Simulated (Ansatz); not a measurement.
Entries from a set of simulations; values are calculated unless marked as measured.

**Quasiparticle gap of Bi2Te2PbS2 (R-3m)**

Symmetry: R-3m, No. 166, trigonal system. Conventional cell: a = 4.270 Å, b = 4.270 Å, c = 40.413 Å, α = 90.00°, β = 90.00°, γ = 120.00°. Nearest to Bi lie 3 S at 3.02 Å and 3 Te at 3.04 Å. Nearest to Te lie 3 Bi at 3.04 Å. Nearest to Pb lie 6 S at 2.99 Å. Nearest to S lie 3 Pb at 2.99 Å and 3 Bi at 3.02 Å. Farther neighbours and most contacts between anions are not listed.

```
Bi Te Pb S
1.0
     2.13505    1.23267   13.47096
    -2.13505    1.23267   13.47096
     0.00000   -2.46534   13.47096
Bi Te Pb S
2 2 1 2
Direct
  0.58139 0.58139 0.58139
  0.41861 0.41861 0.41861
  0.87066 0.87066 0.87066
  0.12934 0.12934 0.12934
  0.00000 0.00000 0.00000
  0.29134 0.29134 0.29134
  0.70866 0.70866 0.70866
```

* method: G0W0 on HSE06, plane waves, PAW (and 1 further level or step)
* program: Ansatz 0.2.0
* settings of one run: cutoff 420 eV, 4×4×4 k-mesh, default PAW, empty bands 1265, screening cutoff 190 eV, screening contour deformation, QP bands (v2, c2)
* cost: 2 runs, 8.1 min in all on 1 × NVIDIA H100 80GB HBM3 (shared by 3 runs) with 3 threads of AMD EPYC 7R13 (Zen 3), shared host (the runs of this entry)
* notes: In doubt: masses and optical values from hybrid runs of this build are listed as unsure (in some of the runs), which bears on the screening that GW takes from such a start. The cell and positions come from the Crystallography Open Database and are kept as given unless a step says otherwise. Limits: no spin-orbit coupling. No second run with other bands and screening cutoff is shown, so the distance to the basis limit is not known. On another start, G0W0@PBE runs of this series (4×4×4 mesh, soft_2 PAW; not shown as steps) give 0.485 eV with 251 bands and 57 eV, 0.584 eV with 631 bands and 114 eV and 0.635 eV with 1309 bands and 190 eV. The program doubts an edge level of G0W0@PBE with 631 bands (4×4×4, soft_2 PAW).
* HSE06 gap over mesh and listed points: 0.732 eV, direct, at k = (0.500, 0.500, 0.500)
* G0W0@HSE06 gap over 8 of 13 irreducible mesh points: 0.821 eV, direct, at k = (-0.500, -0.500, -0.500)
* GW settings: 4×4×4 mesh, 1265 empty bands, screening to 190 eV
* known limits: finite bands, screening cutoff and k mesh; no spin-orbit coupling in G0W0

Over 8 of 13 irreducible mesh points the G0W0 gap is 0.821 eV, direct, at k = (-0.500, -0.500, -0.500). The HSE06 gap of this run on the mesh is 0.732 eV. The two states that bound the G0W0 gap lie that far apart at the start, so the correction of the gap is 0.821 − 0.732 = +0.089 eV. The valence state moves by 7.776 − 8.092 = −0.316 eV and the conduction state by 8.597 − 8.824 = −0.227 eV, on the run's own scale; how far single levels stand from their limit in bands is not shown.

[Paths, hosts, dates, memory and timing lines, banners, echoed tables and standing remarks are left out of the program output.]

[Logs are printed without paths, hosts, clocks, repeated set-up lines and the standing remarks that a program may print on its own settings, such as how far it seeks lower states.]

[Runs of the session that timed out or met a known fault of the program may be left out.]

[Cells called generated may have been cut or substituted from an entry of the Crystallography Open Database or the Materials Project.]

[Hosts, paths, dates, database ids (printed as entryN), source tags and the programs' standing remarks are cut or masked in the printed files.]
